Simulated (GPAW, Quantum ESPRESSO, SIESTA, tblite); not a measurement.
## Atom list for C(100)/TiO2(101) interface (120 atoms)

Geometry: the built cell with every atom moved at random. Computed with tblite 0.8.0: GFN1-xTB tight binding, diagonalisation; levels smeared at 580 K; periodic xTB differs between programs; its forces lie 27 % r.m.s. from those of plane-wave PBE on this cell; Γ point.

Cell vectors (Å):

```
10.239 0.000 0.000
0.000 7.570 0.000
0.000 0.000 23.581
```

Positions (Å):

```
1 C 7.614 5.065 6.040
2 C 6.347 2.515 6.739
3 C 6.300 3.825 7.713
4 C 7.683 3.946 8.670
5 C 7.695 2.651 9.514
6 C 6.299 4.971 10.519
7 C 7.613 2.592 6.206
8 C 6.389 7.444 6.804
9 C 6.330 1.258 7.755
10 C 7.658 1.277 8.536
11 C 7.612 7.521 9.519
12 C 6.366 2.671 10.355
13 C 7.664 0.007 5.880
14 C 6.417 5.002 6.822
15 C 6.262 6.206 7.888
16 C 7.534 6.337 8.843
17 C 7.734 5.208 9.628
18 C 6.210 7.529 10.430
19 C 5.079 5.019 5.934
20 C 3.881 2.711 6.891
21 C 3.823 3.755 7.829
22 C 5.149 4.038 8.794
23 C 5.031 2.468 9.534
24 C 3.823 5.050 10.335
25 C 5.070 2.477 6.056
26 C 3.854 7.528 7.010
27 C 3.673 1.232 7.851
28 C 5.127 1.288 8.615
29 C 5.098 7.519 9.523
30 C 3.926 2.495 10.623
31 C 5.172 7.499 5.994
32 C 3.989 4.879 6.938
33 C 3.855 6.323 7.800
34 C 4.921 6.360 8.743
35 C 5.209 5.066 9.545
36 C 3.979 0.109 10.502
37 C 2.629 4.995 6.047
38 C 1.402 2.613 6.987
39 C 1.157 3.862 7.785
40 C 2.548 3.804 8.711
41 C 2.460 2.477 9.609
42 C 1.341 5.103 10.274
43 C 2.629 2.507 6.041
44 C 1.339 7.542 7.019
45 C 1.300 1.275 7.787
46 C 2.567 1.196 8.567
47 C 2.484 7.549 9.613
48 C 1.390 2.616 10.402
49 C 2.592 7.527 6.103
50 C 1.198 5.153 6.913
51 C 1.327 6.305 7.660
52 C 2.558 6.177 8.505
53 C 2.452 5.145 9.583
54 C 1.299 0.109 10.500
55 C 0.051 5.075 6.046
56 C 8.932 2.510 6.951
57 C 8.913 3.826 7.713
58 C 10.202 3.707 8.652
59 C 10.152 2.412 9.565
60 C 9.073 4.954 10.323
61 C 10.181 2.492 6.086
62 C 8.898 7.468 6.888
63 C 8.930 1.377 7.824
64 C 10.173 1.308 8.713
65 C 10.231 0.113 9.492
66 C 9.006 2.635 10.568
67 C 0.139 7.549 5.939
68 C 8.922 5.149 7.072
69 C 8.950 6.226 7.725
70 C 0.064 6.405 8.657
71 C 0.011 5.152 9.470
72 C 8.997 0.028 10.354
73 Ti 5.111 7.022 12.331
74 Ti 10.182 5.260 12.511
75 Ti 7.269 5.207 13.356
76 Ti 2.344 7.072 13.353
77 O 6.975 6.975 13.121
78 O 1.851 5.261 13.224
79 O 9.109 5.314 14.096
80 O 4.012 7.107 14.099
81 O 0.380 7.062 12.352
82 O 5.388 5.296 12.626
83 O 8.257 5.133 11.666
84 O 3.418 7.121 11.794
85 Ti 3.763 7.062 15.991
86 Ti 8.633 5.267 15.863
87 Ti 5.805 5.166 16.797
88 Ti 0.809 6.904 16.933
89 O 5.503 7.129 16.707
90 O 0.411 5.338 16.576
91 O 7.725 5.084 17.459
92 O 2.651 7.115 17.541
93 O 9.227 7.052 16.069
94 O 3.948 5.314 16.222
95 O 6.933 5.288 15.208
96 O 2.019 7.121 15.336
97 Ti 4.964 3.326 12.408
98 Ti 10.236 1.572 12.548
99 Ti 7.439 1.478 13.519
100 Ti 2.271 3.224 13.254
101 O 6.784 3.413 13.155
102 O 1.794 1.523 13.213
103 O 9.242 1.447 13.959
104 O 3.953 3.282 14.006
105 O 0.359 3.268 12.616
106 O 5.729 1.334 12.664
107 O 8.362 1.530 11.645
108 O 3.184 3.238 11.648
109 Ti 3.562 3.422 16.045
110 Ti 8.796 1.454 15.959
111 Ti 5.877 1.513 16.893
112 Ti 0.956 3.385 16.881
113 O 5.565 3.287 16.476
114 O 0.400 1.375 16.671
115 O 7.730 1.478 17.578
116 O 2.566 3.388 17.621
117 O 9.200 3.428 16.117
118 O 4.081 1.339 16.251
119 O 7.016 1.541 15.105
120 O 1.952 3.398 15.139
```

**Question.** What force acts on each atom, and what charge does it carry?

Columns: atom, q, fx, fy, fz (forces in eV/Å, q the Mulliken charge in e).

```
1 -0.08 2.610 -0.460 1.797
2 0.07 -1.436 0.099 3.336
3 0.01 2.523 -0.232 2.585
4 -0.03 -1.242 -2.812 -1.411
5 -0.01 -1.549 -1.021 2.049
6 -0.02 2.750 -0.153 -2.895
7 -0.04 2.716 1.761 -1.833
8 0.02 0.115 1.960 0.376
9 0.03 1.575 -1.053 -1.718
10 0.01 -1.849 0.822 3.983
11 0.02 0.736 6.765 4.176
12 -0.06 -0.458 1.488 -0.715
13 -0.07 0.461 -1.259 4.457
14 0.03 -3.250 1.567 0.038
15 -0.01 2.437 2.389 -2.338
16 0.01 0.657 -1.318 -7.135
17 0.04 -2.044 -6.479 -0.101
18 -0.09 3.863 -1.283 0.015
19 -0.07 1.451 0.174 3.041
20 0.05 -1.144 -6.400 -2.641
21 0.00 0.623 3.175 4.127
22 0.04 -1.429 -14.748 -9.676
23 0.00 3.798 4.727 3.365
24 -0.05 -0.194 0.911 -0.113
25 -0.08 -0.048 -0.191 0.471
26 0.00 -0.079 1.925 -5.578
27 0.02 9.742 0.201 -4.588
28 0.02 -3.435 -1.002 0.558
29 0.03 -0.569 3.846 2.646
30 0.15 -5.337 -2.410 -2.564
31 -0.06 -2.223 -0.058 2.643
32 0.03 -4.082 5.452 -4.117
33 0.03 -1.780 -3.436 -0.471
34 0.04 5.547 -3.900 -2.510
35 0.03 -4.545 7.684 7.292
36 0.15 -8.043 1.175 0.018
37 -0.08 -0.469 0.132 2.289
38 0.01 -3.299 -2.033 -4.479
39 0.03 3.858 -1.288 1.132
40 0.03 -0.945 -0.464 -0.527
41 0.01 5.019 -0.075 -3.220
42 -0.11 -7.594 -0.812 4.496
43 -0.07 -0.753 0.900 2.830
44 0.01 -0.946 3.933 -7.861
45 0.03 -1.634 0.815 0.645
46 0.01 -6.011 1.710 7.678
47 -0.03 2.486 -0.141 -0.597
48 -0.08 -6.728 -1.050 0.470
49 -0.04 0.566 -0.081 1.951
50 0.03 2.777 -5.608 -4.264
51 0.07 -1.303 1.243 6.840
52 0.00 -0.420 3.861 3.560
53 0.07 8.306 -2.803 -3.309
54 0.01 -0.986 1.287 -3.624
55 -0.05 -2.738 0.563 1.372
56 0.05 -0.277 2.278 -3.727
57 0.03 0.584 0.130 3.909
58 0.00 -1.353 2.452 -0.015
59 0.00 3.224 5.959 3.896
60 0.19 -6.281 0.187 3.103
61 -0.05 2.051 -0.147 1.649
62 -0.02 1.645 3.276 -3.923
63 0.03 0.318 -5.827 -1.061
64 0.03 1.954 -1.137 -4.589
65 0.01 0.769 -3.032 3.903
66 0.13 -4.647 -0.439 -2.293
67 -0.07 -2.391 -0.090 4.325
68 0.02 0.324 -10.080 -11.724
69 0.02 0.275 11.409 7.822
70 0.00 -2.320 -0.994 -1.936
71 0.02 2.356 -2.545 2.628
72 0.04 -3.169 -1.549 -0.213
73 0.84 2.711 0.885 0.728
74 0.91 0.765 0.688 0.489
75 1.00 0.003 0.211 0.209
76 1.00 -0.393 -0.321 1.655
77 -0.52 1.064 0.273 0.582
78 -0.53 0.134 0.050 -0.357
79 -0.50 0.640 -0.478 -1.286
80 -0.49 0.566 0.056 -0.075
81 -0.55 -0.425 -0.551 0.658
82 -0.53 -1.069 -0.860 -0.086
83 -0.47 5.968 0.067 0.666
84 -0.43 2.329 1.176 -3.354
85 1.03 -2.125 1.330 0.276
86 1.02 0.339 -0.265 1.516
87 1.03 3.083 0.338 -1.074
88 1.01 3.161 2.880 -1.407
89 -0.52 1.768 -0.582 1.239
90 -0.49 0.998 -3.146 1.373
91 -0.54 -1.703 0.603 -0.271
92 -0.54 -1.548 -0.430 0.660
93 -0.51 -1.344 1.075 0.069
94 -0.52 0.676 -2.423 0.056
95 -0.49 -1.417 -0.122 -0.405
96 -0.49 -1.677 -0.047 -1.567
97 0.84 2.536 -0.049 0.358
98 0.93 0.781 -0.453 -0.625
99 1.01 -1.783 -0.202 -2.806
100 0.98 -0.147 0.877 0.935
101 -0.53 1.006 0.135 0.367
102 -0.52 0.518 -1.921 -0.082
103 -0.50 -0.102 -0.284 1.181
104 -0.49 1.070 -0.039 -0.136
105 -0.56 -0.935 1.720 -0.130
106 -0.55 -1.940 0.442 -0.213
107 -0.41 4.576 1.639 -4.029
108 -0.42 4.365 -0.776 -0.984
109 1.04 -0.095 -0.406 -0.683
110 1.05 0.313 0.124 1.767
111 1.05 2.110 -0.493 -1.225
112 1.03 -0.282 -0.280 -2.036
113 -0.52 -0.306 0.734 1.297
114 -0.51 0.430 0.941 1.121
115 -0.53 -1.294 -0.121 -1.535
116 -0.52 -0.698 -0.017 -0.555
117 -0.53 0.342 -1.028 -0.207
118 -0.52 -0.287 1.806 0.048
119 -0.48 -0.696 -0.448 2.526
120 -0.48 -1.106 -0.159 1.648
```

The main run has no spin polarisation, so any moments at edges, vacancies or dangling bonds can't form in it. Only the Γ point is sampled, in a cell whose shortest periodic width is 8 Å.

The r.m.s. force component is 2.95 eV/Å; the longest force, 17.7 eV/Å, acts on C22.

[Logs are printed without paths, hosts, clocks, repeated set-up lines and the standing remarks that a program may print on its own settings, such as how far it seeks lower states.]

[Hosts, paths, dates, database ids (printed as entryN), source tags and the programs' standing remarks are cut or masked in the printed files.]
